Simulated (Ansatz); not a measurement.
## From HSE06 to G0W0: WSe2 (P6_3/mmc)

Aim: the quasiparticle gap of WSe2 (P6_3/mmc), starting from HSE06.

Program: Ansatz 0.2.0. Level of theory: HSE06, then G0W0 on it, plane waves, PAW. Results are calculated unless marked as measured.

The database entry behind the starting cell differs from later determinations by our own check (a about 0.2 % long), so it need not match the best structure at ambient conditions.

### Step 1. Starting point

It takes space group P6_3/mmc (No. 194, hexagonal). The conventional cell has a = 3.290 Å, b = 3.290 Å, c = 12.970 Å, α = 90.00°, β = 90.00°, γ = 120.00°. W has 6 Se at 2.53 Å nearest. Se has 3 W at 2.53 Å nearest. Farther neighbours and most contacts between anions are not listed.

The cell and positions come from the Crystallography Open Database and are kept as given unless a step says otherwise. Spin-orbit coupling is left out unless a step names it. The default PAW set here is soft_2. Its files were made with PBE.

### Step 2. HSE06 levels on the mesh and at listed points

HSE06 mixes in a quarter of exact exchange at short range.

This step: DFT, HSE06, plane waves, PAW.

The input, input.yaml:

```yaml
crystal:
  lattice:
    - [3.29, 0.0, 0.0]
    - [-1.645, 2.8492235785, 0.0]
    - [0.0, 0.0, 12.97]
  atoms:
    - { symbol: W, position: [0.3333333333, 0.6666666667, 0.25] }
    - { symbol: W, position: [0.6666666667, 0.3333333333, 0.75] }
    - { symbol: Se, position: [0.3333333333, 0.6666666667, 0.621] }
    - { symbol: Se, position: [0.6666666667, 0.3333333333, 0.121] }
    - { symbol: Se, position: [0.3333333333, 0.6666666667, 0.879] }
    - { symbol: Se, position: [0.6666666667, 0.3333333333, 0.379] }
kpoints:
  mp_grid: { grid: [6, 6, 2] }
  band_path:
    path:
      - [0.0, 0.0, 0.0]
      - [0.5, 0.0, 0.0]
      - [0.33333333, 0.33333333, 0.0]
      - [0.0, 0.0, 0.5]
      - [0.5, 0.0, 0.5]
      - [0.33333333, 0.33333333, 0.5]
      - [0.1666666667, 0.1666666667, 0.0]
    npoints: 1
hamiltonian:
  xc: hse06
scf:
  occupations: { method: fixed }
  n_extra_bands: 6
output:
  eigenvalues: true
  write_density: true
  write_potential: true
  elf: true
  volumetric_format: npy
```

Launch:

```console
$ ansatz run input.yaml --threads 3 --pin off --max-ram 92160MiB --backend cuda --events-out ev --progress --plain --runs-dir out --devices 1 --max-vram 13GiB  # rebuilt from the run's record
```

Numbers of over 12 decimals in the logs are rounded to 6 here.

Output:

```text
scf.n_extra_bands = 6 over 46 filled bands (N_el = 92.0): the run solves 52 bands
GPUs: using 1 of 1 available (devices: 1).
Engine: ansatz 0.2.0, x86_64-unknown-linux-gnu
Pseudopotentials: kind: paw
Pseudopotential: W, paw, valence charge 14, recommended cutoff 420 eV (normal), W.paw.azcp
Pseudopotential: Se, paw, valence charge 16, recommended cutoff 420 eV (normal), Se.paw.azcp
Functional definition: HSE06
  parameter a = 0.25
  parameter omega = 0.11/bohr
  exchange = pbe_x - a*pbe_x_sr(omega) + a*exact_x_sr(omega)
  correlation = pbe_c
davidson cushion auto → on  (no smearing: the cushion is to keep the highest requested band from converging to the state above it; pin scf.eigensolver.cushion to override)
device memory: the entry about to start is reckoned to put 2.4 GiB on a device that reports 42.7 GiB free (of which the cap on the GPU budget leaves the run 13.0 GiB)
GPU FFT provider: cuFFT
GPU libraries: cuBLAS 13.8.2, cuFFT 12.4.0, cuSOLVER 12.3.4
Crystal: 6 atoms, lattice volume = 121.580 Å³
Basis set: ecut = 420 eV, 2419 PW (Γ)
Bands: 52, of which v1, the nominal top of the filled ones, is band 46 counted from 1 (45 counted from 0)
Symmetry: 24 space group operations
Space group: P63/mmc (ITA 194), of the structure as read, at distance tolerance 5.0e-5 Å
k-points: 14 of 72
Non-local potential: W, projectors of the file, l = 0: 3, l = 1: 2, l = 2: 2, l = 3: 1
Non-local potential: Se, projectors of the file, l = 0: 2, l = 1: 2, l = 2: 3, l = 3: 1
PAW form: soft (Blöchl's): semilocal exchange-correlation on the pseudo side does not see the compensation charge
PAW frozen core: W, regenerated for the run's functional, and the local potential with it (the file was generated under x = pbe(κ = 0.804, μ = 0.219515), c = pbe(β = 0.066725))
PAW frozen core: Se, regenerated for the run's functional, and the local potential with it (the file was generated under x = pbe(κ = 0.804, μ = 0.219515), c = pbe(β = 0.066725))
PAW one-centre angular grid: W, 590 points (default); XC on 64 Gauss nodes
PAW one-centre angular grid: Se, 590 points (default); XC on 64 Gauss nodes
Initial density: superposition of atomic densities (neutral atoms: chi_scale 0, normalization atom), corrected by the library's trained network
Initial wavefunctions: pseudopotential atomic-orbital guess
GPU buffer pool allocated for 51840 grid points (all kernels)
GPU transforms: local potential and band sums: pruned to the plane-wave sphere, on 24×24×90
Functional: x = pbe(κ = 0.804, μ = 0.219515), c = pbe(β = 0.066725), warm-up for x = pbe(κ = 0.804, μ = 0.219515) + 0.25 (exact − pbe) at short range (hse, ω = 0.207870 Å⁻¹), c = pbe(β = 0.066725); HSE06 as pw.x's `hse` composes it (authors' and Libxc's form: `xc: wpbeh`)
SCF iter   1: F=—  HF=-42649.203889 eV  |F-HF|=—  |Δ(HF+E_count)|=         —  Δρ=6.31e-3  dr2=5.87e-2  ethr=1.77e-3  ⟨swp⟩=5.2  Hψ=2881  notcnv=0
preconditioner: auto → none  [insulator: Δε(μ)=0.957 eV  Ē_g=8.047 eV  n_scr=40 (ndim 8)  ℏωp=20.2 eV  f_vac=0.044]
SCF iter   2: F=—  HF=-42649.235824 eV  |F-HF|=—  |Δ(HF+E_count)|=   3.19e-2  Δρ=7.26e-3  dr2=2.31e-1  ethr=6.38e-5  ⟨swp⟩=4.1  Hψ=2051  notcnv=0
SCF iter   3: F=—  HF=-42649.204430 eV  |F-HF|=—  |Δ(HF+E_count)|=   3.14e-2  Δρ=2.13e-3  dr2=5.92e-3  ethr=6.38e-5  ⟨swp⟩=3.8  Hψ=1826  notcnv=0
iter 4 solved again at ethr=2.04e-7 eV; its pass at ethr=6.44e-6 eV (dr2=1.88e-4 eV) is discarded
SCF iter   4: F=—  HF=-42649.205735 eV  |F-HF|=—  |Δ(HF+E_count)|=   1.31e-3  Δρ=7.74e-4  dr2=1.90e-4  ethr=2.04e-7  ⟨swp⟩=3.6  Hψ=3543  notcnv=0
SCF iter   5: F=-42649.206135 eV  HF=-42649.206130 eV  |F-HF|=4.24e-6  |Δ(HF+E_count)|=   3.95e-4  Δρ=8.59e-5  dr2=2.95e-6  ethr=2.04e-7  ⟨swp⟩=3.0  Hψ=2030  notcnv=0
SCF 1 stopped early in 5 iterations: F = -42649.206135 eV  dr2 = 2.95e-6
  greatest PAW one-centre occupation: 1.000 electrons in one spin orbital (limit 2), on the Se atom at site 4 (counted from 0), in its partial waves of l = 2
device memory: the entry about to start is reckoned to put 3.0 GiB on a device that reports 42.6 GiB free (of which the cap on the GPU budget leaves the run 13.0 GiB)
GPU FFT provider: cuFFT
GPU libraries: cuBLAS 13.8.2, cuFFT 12.4.0, cuSOLVER 12.3.4
Initial density: handed on by an earlier stage of this run
Initial wavefunctions: those handed on with the density
GPU buffer pool allocated for 51840 grid points (all kernels)
GPU transforms: local potential and band sums: pruned to the plane-wave sphere, on 24×24×90
Functional: x = pbe(κ = 0.804, μ = 0.219515) + 0.25 (exact − pbe) at short range (hse, ω = 0.207870 Å⁻¹), c = pbe(β = 0.066725); HSE06 as pw.x's `hse` composes it (authors' and Libxc's form: `xc: wpbeh`)
Exchange kernel: α = 0.2500, screened, ω = 0.2079 Å⁻¹, Wigner–Seitz truncation, v(0) = 1045.1731 eV·Å³, q-mesh 6×6×2, nearest image of the exchange supercell L = 19.74 Å, pair-density grid 15×15×60, without the augmentation charges, whose exchange is taken in its separable form by FFT convolution over the k-point mesh (sized by the pseudopotential files, 20×20×90 at the most), smooth part of the exact exchange by density-matrix convolution in up to 4.58 GiB of GPU memory as planned if the GPU has room (build and FFT work areas not counted)
Frozen-core exchange: fock
SCF iter   1: F=—  HF=-42657.190511 eV  |F-HF|=—  |Δ(HF+E_count)|=         —  Δρ=7.03e-3  dr2=1.29e-1  ethr=3.21e-8  ⟨swp⟩=7.9  Hψ=4186  notcnv=0
preconditioner: auto → none  [insulator: Δε(μ)=1.402 eV  Ē_g=9.317 eV  n_scr=40 (ndim 8)  ℏωp=20.2 eV  f_vac=0.044]
SCF iter   2: F=—  HF=-42657.148650 eV  |F-HF|=—  |Δ(HF+E_count)|=   4.19e-2  Δρ=2.28e-3  dr2=6.30e-3  ethr=3.21e-8  ⟨swp⟩=5.1  Hψ=3208  notcnv=0
SCF iter   3: F=—  HF=-42657.166268 eV  |F-HF|=—  |Δ(HF+E_count)|=   1.76e-2  Δρ=1.29e-3  dr2=1.25e-3  ethr=3.21e-8  ⟨swp⟩=5.0  Hψ=3107  notcnv=0
SCF iter   4: F=—  HF=-42657.165856 eV  |F-HF|=—  |Δ(HF+E_count)|=   4.11e-4  Δρ=3.99e-4  dr2=1.79e-4  ethr=3.21e-8  ⟨swp⟩=4.0  Hψ=2634  notcnv=0
SCF iter   5: F=—  HF=-42657.165849 eV  |F-HF|=—  |Δ(HF+E_count)|=   7.30e-6  Δρ=4.11e-5  dr2=4.93e-5  ethr=3.21e-8  ⟨swp⟩=3.0  Hψ=1947  notcnv=0
SCF iter   6: F=—  HF=-42657.166317 eV  |F-HF|=—  |Δ(HF+E_count)|=   4.68e-4  Δρ=1.05e-4  dr2=3.01e-5  ethr=1.20e-9  ⟨swp⟩=4.5  Hψ=3051  notcnv=0
SCF iter   7: F=-42657.166309 eV  HF=-42657.166309 eV  |F-HF|=4.47e-7  |Δ(HF+E_count)|=   7.06e-6  Δρ=2.30e-5  dr2=1.39e-6  ethr=1.20e-9  ⟨swp⟩=4.1  Hψ=2751  notcnv=0
SCF 2 stopped early in 7 iterations: F = -42657.166309 eV  dr2 = 1.39e-6
hybrid outer 1: dexx = +2.263e-2 eV, tail = 1.97e-4 eV
GPU FFT provider: cuFFT
GPU libraries: cuBLAS 13.8.2, cuFFT 12.4.0, cuSOLVER 12.3.4
GPU buffer pool allocated for 51840 grid points (all kernels)
GPU transforms: local potential and band sums: pruned to the plane-wave sphere, on 24×24×90
Exchange kernel: α = 0.2500, screened, ω = 0.2079 Å⁻¹, Wigner–Seitz truncation, v(0) = 1045.1731 eV·Å³, q-mesh 6×6×2, nearest image of the exchange supercell L = 19.74 Å, pair-density grid 15×15×60, without the augmentation charges, whose exchange is taken in its separable form by FFT convolution over the k-point mesh (sized by the pseudopotential files, 20×20×90 at the most), smooth part of the exact exchange by density-matrix convolution in up to 4.58 GiB of GPU memory as planned if the GPU has room (build and FFT work areas not counted)
Frozen-core exchange: fock
SCF iter   1: F=—  HF=-42657.166885 eV  |F-HF|=—  |Δ(HF+E_count)|=         —  Δρ=6.03e-5  dr2=3.19e-6  ethr=1.07e-6  ⟨swp⟩=2.0  Hψ=1610  notcnv=0
preconditioner: auto → none  [insulator: Δε(μ)=1.446 eV  Ē_g=9.246 eV  n_scr=40 (ndim 8)  ℏωp=20.2 eV  f_vac=0.044]
SCF iter   2: F=—  HF=-42657.166887 eV  |F-HF|=—  |Δ(HF+E_count)|=   2.27e-6  Δρ=2.53e-5  dr2=1.01e-6  ethr=2.94e-9  ⟨swp⟩=4.0  Hψ=2689  notcnv=0
iter 3 solved again at ethr=3.88e-11 eV; its pass at ethr=5.78e-10 eV (dr2=3.57e-8 eV) is discarded
SCF iter   3: F=—  HF=-42657.166887 eV  |F-HF|=—  |Δ(HF+E_count)|=   1.89e-7  Δρ=4.40e-6  dr2=4.33e-7  ethr=3.88e-11  ⟨swp⟩=2.0  Hψ=3751  notcnv=0
SCF iter   4: F=—  HF=-42657.166890 eV  |F-HF|=—  |Δ(HF+E_count)|=   2.32e-6  Δρ=9.45e-6  dr2=1.27e-7  ethr=3.88e-11  ⟨swp⟩=4.6  Hψ=2893  notcnv=0
SCF iter   5: F=-42657.166890 eV  HF=-42657.166890 eV  |F-HF|=3.09e-8  |Δ(HF+E_count)|=   2.86e-8  Δρ=3.11e-6  dr2=5.15e-8  ethr=3.88e-11  ⟨swp⟩=3.0  Hψ=1940  notcnv=0
SCF 3 converged in 5 iterations: F = -42657.166890 eV  dr2 = 5.15e-8
hybrid outer 2: dexx = +3.193e-6 eV, tail = 2.00e-7 eV, Δε = 1.56e-3 eV (about 9.40e-5 eV left of the loop's levels)
device memory: the entry about to start is reckoned to put 0.9 GiB on a device that reports 48.5 GiB free (of which the cap on the GPU budget leaves the run 13.0 GiB)
NSCF: frozen V_eff on 7 k-points
hybrid SCF converged: 2 outer / 12 inner (+5 warm-up), last move |dexx| = 3.19e-6 eV, tail = 2.00e-7 eV
Stability not checked: this state was not tested for a lower state beside it, because the functional holds exact exchange (a hybrid, or Hartree-Fock), whose exchange loop this test does not read (fock_operator; see scf.lower_state_search)
Free energy (F): -42657.166890 eV
Frozen-core exchange: fock
Harris-Foulkes:  -42657.166890 eV  (|F-HF|=3.09e-8)
Internal energy: -42657.166890 eV  (E = F + TS)
E sigma→0 (E₀):  -42657.166890 eV
Fermi energy:    12.634012 eV
--- Per-component energies (eV) ---
  E_band       = -1940.016997
  E_kinetic    = 1372.543151
  E_local      = -11409.539985  (includes V_loc(G=0)·N_el)
  E_nonlocal   = -2380.179891
  E_hartree    = 5487.224313
  E_xc         = -760.950759
  E_vxc        = -695.621653  (∫ρ·V_xc dr)
  E_exx        = -354.553185  (= α·E_x^exact, valence–valence)
  E_paw        = -24606.733000  (= ΣΔE_a)
  E_vpaw       = 907.436448  (= ΣTr[D̂ρ^β])
  E_aug_tail   = -0.002481  (compensation charges beyond the density's cutoff)
  E_ewald      = -9994.845457
  E_core_change = -10.129596  (= ΣΔE_core)
  E_smearing   = -0.000000  (= −TS)
  E_closure    = -0.000000  (closes the sum)
  Σ components = -42657.166890   (vs F -42657.166890, Δ=0.00e0)
--- Band table (eV; the first three rows and the last of 14) ---
  k-point 0: bands = [... 42 lower, 10.9438, 11.3276, 11.4059, 12.6340, 15.9085, 15.9085, 15.9617, 15.9617, ... 2 higher]
  k-point 1: bands = [... 42 lower, 10.9119, 10.9119, 12.3695, 12.3695, 15.9102, 15.9102, 15.9102, 15.9102, ... 2 higher]
  k-point 2: bands = [... 42 lower, 10.5129, 11.3510, 11.4050, 11.8830, 14.8410, 15.4521, 15.4583, 15.5447, ... 2 higher]
  k-point 13: bands = [... 42 lower, 9.5026, 9.5026, 12.2768, 12.2768, 14.4100, 14.4100, 15.6929, 15.6929, ... 2 higher]
```

Wall time 25 s (1 × NVIDIA H100 80GB HBM3 (shared by 6 runs) with 3 threads of AMD EPYC 7R13 (Zen 3), shared host); peak memory 1.5 GiB; 53 s of CPU time.

Numbers from this step:

```
gap                     : 1.446 eV
valence top at          : Γ
conduction bottom at    : k = (0.167, 0.167, 0.000)
least direct gap        : 1.985 eV
exact-exchange fraction : 0.25
```

Over mesh and listed points the gap is 1.446 eV, from k = Γ to k = (0.167, 0.167, 0.000). The least direct gap found is 1.985 eV, at k = (0.333, 0.333, 0.000).

Valence density in the ac plane at fractional y = 0.333, with atoms of W and Se within 0.2 Å of it. It is the smooth field of the valence electrons, not physical close to the nuclei.

Ten steps, logarithmic in the rise over the least value, from '_' (0 e/Å³) to '@' (30 e/Å³), each cell a mean:
```
__________________________________
__..........______________________
....::::::......______________....
......::..........................
..............::----========--::..
............::--++++********++==::
..............--==++******++++==::
................::::--------::....
....::::::........................
................________________..
__________________________________
__________________________________
__________________............____
____________....::--==++++==--::..
....______....::==**%%@@@@%%++--::
......__......::--++##%%##**==--::
................::::::::::::::....
..::::::::::......................
....::::::........................
..............::::----====--::::..
....______....::==**%%@@@@##++--::
..________....::--++##%%%%##++--::
______________....::------::::....
__________________________________
```
Columns run along a (3.3 Å), rows up along c (13.0 Å). Atoms in or near the plane, at fractional coordinates: W at (0.67, 0.75), Se at (0.67, 0.12), Se at (0.67, 0.38).

Electrostatic potential energy in the ac plane at fractional y = 0.333, with atoms of W and Se within 0.2 Å of it. With pseudopotentials it is smooth inside the atoms' cores, unlike the true potential.

Ten even steps from '_' (-36 eV) to '@' (17 eV), each cell a mean:
```
@@@@@@@@@@@@@@@@@@@@@@@@@@@@@@@@@@
@@@@%%%%%%@@@@@@@@@@@@@@@@@@@@@@@@
%%####**####%%@@@@@@@@@@@@@@@@@@@@
%%%%######%%%%%%%%%%%%%%%%%%%%%%%%
%%%%@@@@@@%%%%##++--::..::::==**##
##%%@@@@@@%%##==______________..++
##%%@@@@@@%%##++..____________::++
%%%%%%%%%%%%%%%%##**++====++**##%%
%%##########%%@@@@@@@@@@@@@@@@@@%%
%%%%######%%%%@@@@@@@@@@@@@@@@@@@@
@@@@@@@@@@@@@@@@@@@@@@@@@@@@@@@@@@
@@@@@@@@@@@@@@@@@@@@@@@@@@@@@@@@@@
@@@@@@@@@@@@@@@@@@@@@@%%%%@@@@@@@@
@@@@@@@@@@@@@@%%**************##%%
%%@@@@@@@@@@##++++**########**++**
%%@@@@@@@@@@%%**++++********++++##
%%%%%%%%%%%%%%%%%%####****####%%%%
##****++****##%%%%@@@@@@@@@@@@%%%%
####******##%%%%%%%%%%%%%%%%%%%%%%
%%%%%%%%%%%%%%%%##**++++++****##%%
%%@@@@@@@@@@%%++++**########++++**
%%@@@@@@@@@@%%**++**######**++++##
@@@@@@@@@@@@@@%%%%##********##%%@@
@@@@@@@@@@@@@@@@@@@@@@@@@@@@@@@@@@
```
Columns run along a (3.3 Å; values clipped at the 3rd and 97th percentile), rows up along c (13.0 Å). Atoms in or near the plane, at fractional coordinates: W at (0.67, 0.75), Se at (0.67, 0.12), Se at (0.67, 0.38).

(Part 1 of 2 ends here.)

[Paths, hosts, dates, memory and timing lines, banners, echoed tables and standing remarks are left out of the program output.]

[Logs are printed without paths, hosts, clocks, repeated set-up lines and the standing remarks that a program may print on its own settings, such as how far it seeks lower states.]

[Runs of the session that timed out or met a known fault of the program may be left out.]

[Cells called generated may have been cut or substituted from an entry of the Crystallography Open Database or the Materials Project.]

[Hosts, paths, dates, database ids (printed as entryN), source tags and the programs' standing remarks are cut or masked in the printed files.]

[Where an RPA ε∞ is given, it is that of the G0W0 mesh and is not shown converged in it. Names of k-points follow the symmetry that the program found, which can be lower than the space group named. Band edges on a path are those of the sampled points; other points can move an edge, and change direct to indirect where valleys lie close.]

[Hybrid gaps are those of their k-mesh and are not shown converged in it.]
